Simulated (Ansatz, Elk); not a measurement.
# How far do independent atoms describe BaNiCl6?, part 2 of 2

The structure of BaNiCl6 used here is made up (a known structure type with other elements) and was relaxed beforehand with PBEsol. The aim is the Fourier transform of its all-electron density, F(hkl), set beside the sum over free spherical atoms that refinements use.

Elk 11.2.3 (patched build); all-electron DFT.

So far: Starting point; Ground state and structure factors; The highest occupied states alone.

The structure was built from a prototype and need not be the compound's stable phase.

## 4. Another try

Level of this step: DFT, PBE, all-electron APW+lo, Dirac cores, scalar-relativistic bands, static density, no spin (Elk).

In this try the input is made faulty on purpose, to show what that does.

The input is changed as shown.

The input, elk.in:

```
tasks
  0
  195

xctype
  20

spinpol
  .false.

rgkmax
  7.0

gmaxvr
  14.0

lmaxo
  7

lmaxapw
  8

swidth
  0.002

tshift
  .false.

ramdisk
  .false.

hmaxvr
  5.5

maxscl
  40

epspot
  1e-06

sppath
  './'

scale
  0.52917721

avec
  8.66943288196 5.00529940840 4.82926263240
  -8.66943288196 5.00529940840 4.82926263240
  -0.00000000000 -10.01059881597 4.82926263326

atoms
  3
  'Ba.in'
  1
  0.5000000000 0.5000000000 0.5000000000   0.000000 0.000000 0.000000
  'Ni.in'
  1
  0.0000000000 0.0000000000 0.0000000000   0.000000 0.000000 0.000000
  'Cl.in'
  6
  0.7175563370 0.7175563370 0.0590627174   0.000000 0.000000 0.000000
  0.0590627174 0.7175563370 0.7175563370   0.000000 0.000000 0.000000
  0.7175563370 0.0590627174 0.7175563370   0.000000 0.000000 0.000000
  0.9409372826 0.2824436630 0.2824436630   0.000000 0.000000 0.000000
  0.2824436630 0.2824436630 0.9409372826   0.000000 0.000000 0.000000
  0.2824436630 0.9409372826 0.2824436630   0.000000 0.000000 0.000000

ngridk
  4 4 4
```

The run is started by

```console
$ OMP_NUM_THREADS=4 elk
```

Numbers of over 12 decimals in the logs are rounded to 6 here.

Output:

```text
┌─────────────────────────┐
│ Elk code version 11.2.3 │
└─────────────────────────┘

All units are atomic (Hartree, Bohr, etc.)

┌─────────────────────────────────────────────────┐
│ Ground-state run starting from atomic densities │
└─────────────────────────────────────────────────┘

Lattice vectors :
   4.587666305       2.648690376       2.555535726
  -4.587666305       2.648690376       2.555535726
  -0.000000000      -5.297380752       2.555535727

Reciprocal lattice vectors :
  0.6847910124      0.3953642754      0.8195522687
[...]
Warning : the lowest level lies among the core levels :   -10.40425036      -8.167426152

Warning : core states of species 2 leak from the muffin-tin :   0.1055931017

Warning : core states of species 3 leak from the muffin-tin :   0.3932918172

Warning : the occupied levels lie far from the species files' linearisation energy :    1.379172751

Warning : deep shells out of the core aren't found, electrons there and wanted :   5.12500       10.0000

Warning : more electrons lie deep than the shells out of the core hold :   24.2188       18.0000

Wrote STATE.OUT
[key lines of the parts left out:]
total energy                :     -12370.792897101
```

It took 2.1 min on 4 threads of Arm Neoverse V1, shared host; peak memory 0.3 GiB.

The run stopped without converging, so none of its numbers is a property of the system.

The fault put into the input: lattice vectors in angstrom read as bohr.

## 5. Another functional

The difference from free atoms is small, so it is set against the change that LDA (Perdew-Wang) makes.

elk.in, as its differences from that of step 4:

```diff
@@ -5,3 +5,3 @@
 xctype
-  20
+  3
 
@@ -35,3 +35,3 @@
 maxscl
-  40
+  120
 
@@ -42,5 +42,2 @@
   './'
-
-scale
-  0.52917721
```

The run is started by

```console
$ OMP_NUM_THREADS=4 elk
```

Output:

```text
┌─────────────────────────┐
│ Elk code version 11.2.3 │
└─────────────────────────┘

All units are atomic (Hartree, Bohr, etc.)

┌─────────────────────────────────────────────────┐
│ Ground-state run starting from atomic densities │
└─────────────────────────────────────────────────┘

Lattice vectors :
   8.669432882       5.005299408       4.829262632
  -8.669432882       5.005299408       4.829262632
  -0.000000000      -10.01059882       4.829262633

Reciprocal lattice vectors :
  0.3623757974      0.2092177642      0.4336883830
[...]
species : 1 (Ba)
[...]
species : 2 (Ni)
[...]
species : 3 (Cl)
[...]
atom 5                    :    14.96219144     (  0.6941262442E-04)
   atom 6                    :    14.96219144     (  0.6941262442E-04)
 total in muffin-tins        :    170.1496144
 total calculated charge     :    185.9995326
 total charge                :    186.0000000
 error                       :   0.4673570761E-03

┌──────────────────────────────┐
│ Self-consistent loop stopped │
└──────────────────────────────┘

Warning : core states of species 2 leak from the muffin-tin :   0.9724634628E-03

Wrote STATE.OUT
[key lines of the parts left out:]
total energy                :     -12413.058928146
```

Elapsed: 50 s, on 4 threads; peak memory 0.3 GiB; 2.2 min of CPU time.

Against the first run R = 0.05 %; the largest change is -0.145 at 003.

## 6. Basis size

The basis and the expansions that go with it are enlarged, to see whether the differences are converged.

elk.in, as its differences from that of step 5:

```diff
@@ -5,3 +5,3 @@
 xctype
-  3
+  20
 
@@ -11,12 +11,12 @@
 rgkmax
-  7.0
+  8.5
 
 gmaxvr
-  14.0
+  18.0
 
 lmaxo
-  7
+  9
 
 lmaxapw
-  8
+  10
```

The run is started by

```console
$ OMP_NUM_THREADS=4 elk
```

Output:

```text
┌─────────────────────────┐
│ Elk code version 11.2.3 │
└─────────────────────────┘

All units are atomic (Hartree, Bohr, etc.)

┌─────────────────────────────────────────────────┐
│ Ground-state run starting from atomic densities │
└─────────────────────────────────────────────────┘

Lattice vectors :
   8.669432882       5.005299408       4.829262632
  -8.669432882       5.005299408       4.829262632
  -0.000000000      -10.01059882       4.829262633

Reciprocal lattice vectors :
  0.3623757974      0.2092177642      0.4336883830
[...]
species : 1 (Ba)
[...]
species : 2 (Ni)
[...]
species : 3 (Cl)
[...]
atom 5                    :    15.00241933     (  0.7601207665E-04)
   atom 6                    :    15.00241933     (  0.7601207665E-04)
 total in muffin-tins        :    170.3678779
 total calculated charge     :    185.9986001
 total charge                :    186.0000000
 error                       :   0.1399913819E-02

┌──────────────────────────────┐
│ Self-consistent loop stopped │
└──────────────────────────────┘

Warning : core states of species 2 leak from the muffin-tin :   0.9258117165E-03

Wrote STATE.OUT
[key lines of the parts left out:]
total energy                :     -12429.538660725
```

Run time: 3.7 min. Hardware: 4 threads; peak memory 0.83 GiB.

Against the first run R = 0.01 %; the largest change is +0.014 at 330.

## 7. Settings against the effect

| run | R against the first run (%) | R against neutral atoms, low angle (%) | wall time |
| --- | --- | --- | --- |
| PBE, rgkmax 7 | 0.00 | 0.43 | 74 s |
| LDA (Perdew-Wang) | 0.05 | 0.38 | 50 s |
| rgkmax 8.5 with larger expansions | 0.01 | 0.43 | 3.7 min |

## 8. Summary of results

- R against neutral atoms, sin θ/λ < 0.3 Å⁻¹: 0.43 %
- R against neutral atoms, 0.3 to 0.62 Å⁻¹: 0.33 %

What this shows: Independent neutral atoms miss the calculated amplitudes by R = 0.43 % below 0.3 Å⁻¹ and 0.33 % from there to 0.62 Å⁻¹; by shells, 0.35 % below 0.15 Å⁻¹ (4 forms), 0.44 % 0.15 to 0.3 (18 forms), 0.38 % 0.3 to 0.45 (42 forms), 0.31 % above 0.45 (85 forms). Bonding, aspherical density and the tables' own atoms all enter these figures, and the runs don't part them. The largest change of an amplitude is +0.53 electrons, at 003. The window's part falls from 59.8 electrons at the origin to at most 2.78 between 0.45 and 0.62 Å⁻¹, where compact states inside the window still scatter. The window holds more than the 54 outer electrons of the free atoms, so shallow core shells lie inside it. Below 0.3 Å⁻¹ the changes that finished (LDA (Perdew-Wang) and rgkmax 8.5 with larger expansions) move F by R = 0.07 % at most, against the 0.43 % that separates it from free atoms. The k-mesh has no finished test. These runs have no spin, though d or f shells may be open. Part of the difference isn't bonding: the tables are fits to free atoms and ions calculated by other methods than this functional. Thermal motion, anomalous dispersion and extinction are left out.

[Logs are printed without paths, hosts, clocks, repeated set-up lines and the standing remarks that a program may print on its own settings, such as how far it seeks lower states.]

[Hosts, paths, dates, database ids (printed as entryN), source tags and the programs' standing remarks are cut or masked in the printed files.]
